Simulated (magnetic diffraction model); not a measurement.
# ErCrFe: what an assumed order does to the neutron pattern

Space group Pnma (no. 62), a = 6.6090 Å, b = 4.1560 Å, c = 7.2660 Å.

```
site  atom       x    y       z
  4c    Er  0.4537  3/4  0.8280
  4c    Fe  0.2243  3/4  0.1122
  4c    Cr  0.3586  3/4  0.4363
```

The compound is invented for this exercise: a known structure type with other elements, its cell scaled to their sizes and not relaxed.

Only Er is taken to order (form factors of Er3+); orders and moment sizes are assumed, and not adapted to the symmetry. Radiation: neutrons of λ = 2.0775 Å, 8° to 55°; isotropic B of 0.39 Å² (Er), 0.47 Å² (Fe) and 0.41 Å² (Cr). The intensities are simulated: I ∝ L Σ (|F_N|² + |F_M⊥|²) for unpolarised neutrons, with F_M = 2.695 fm/μB × Σ f(s) S exp(2πi Q·r) exp(−B s²) at Q = H ± k (one set where k and −k are equivalent), only the part normal to Q counting and L = 1/(sin²θ cos θ). For collinear order S is the moment m, which repeats by lattice and centring translations R with the sign exp(−2πi k·R). Form factors are spin-only for 3d ions and dipole or tabulated for f ions, scattering lengths are Sears's of 1992, and absorption is left out. A label names one of the reflections at its angle. The strongest nuclear line in the range is 100, and lines under 0.2 are left out.

Assume the order k = (1/2 1/2 1/2), collinear moments along [110], 5.4 μB on Er; signs + at (0.4537, 3/4, 0.8280), − at (0.9537, 3/4, 0.6720), + at (0.5463, 1/4, 0.1720), − at (0.0463, 1/4, 0.3280).

Predict the pattern, nuclear and magnetic parts apart.

```tsv
2θ (°)	index	nuclear	magnetic
18.88	(1/2 1/2 1/2)	0.0	164.7
30.18	(1/2 1/2 -3/2)	0.0	71.8
32.07	(3/2 1/2 1/2)	0.0	41.4
33.47	(0 1 1)	0.3	0.0
36.64	(2 0 0)	3.2	0.0
38.09	(1 0 2)	16.7	0.0
38.30	(1 1 1)	36.1	0.0
40.04	(3/2 1/2 3/2)	0.0	21.0
40.40	(2 0 1)	10.0	0.0
45.50	(1/2 1/2 5/2)	0.0	33.5
45.87	(1/2 3/2 1/2)	0.0	23.7
47.36	(2 1 0)	9.4	0.0
48.54	(1 1 2)	66.8	0.0
49.48	(5/2 1/2 1/2)	0.0	13.4
50.29	(2 0 2)	11.2	0.0
50.46	(2 1 1)	100.0	0.0
52.08	(1/2 3/2 -3/2)	0.0	21.0
52.98	(3/2 1/2 5/2)	0.0	21.1
53.31	(3/2 3/2 1/2)	0.0	11.4
54.36	(1 0 3)	17.6	0.0
```

The strongest magnetic line in the range is (1/2 1/2 1/2) at 18.88° (164.7). On top of the Lorentz factor, which all lines share, magnetic lines fade with angle because f falls: for Er3+ it is 0.96, 0.86, 0.73 and 0.47 at sin θ/λ = 0.1, 0.2, 0.3 and 0.5 Å⁻¹, while nuclear lengths stay constant. The order has no net moment.

[Logs are printed without paths, hosts, clocks, repeated set-up lines and the standing remarks that a program may print on its own settings, such as how far it seeks lower states.]
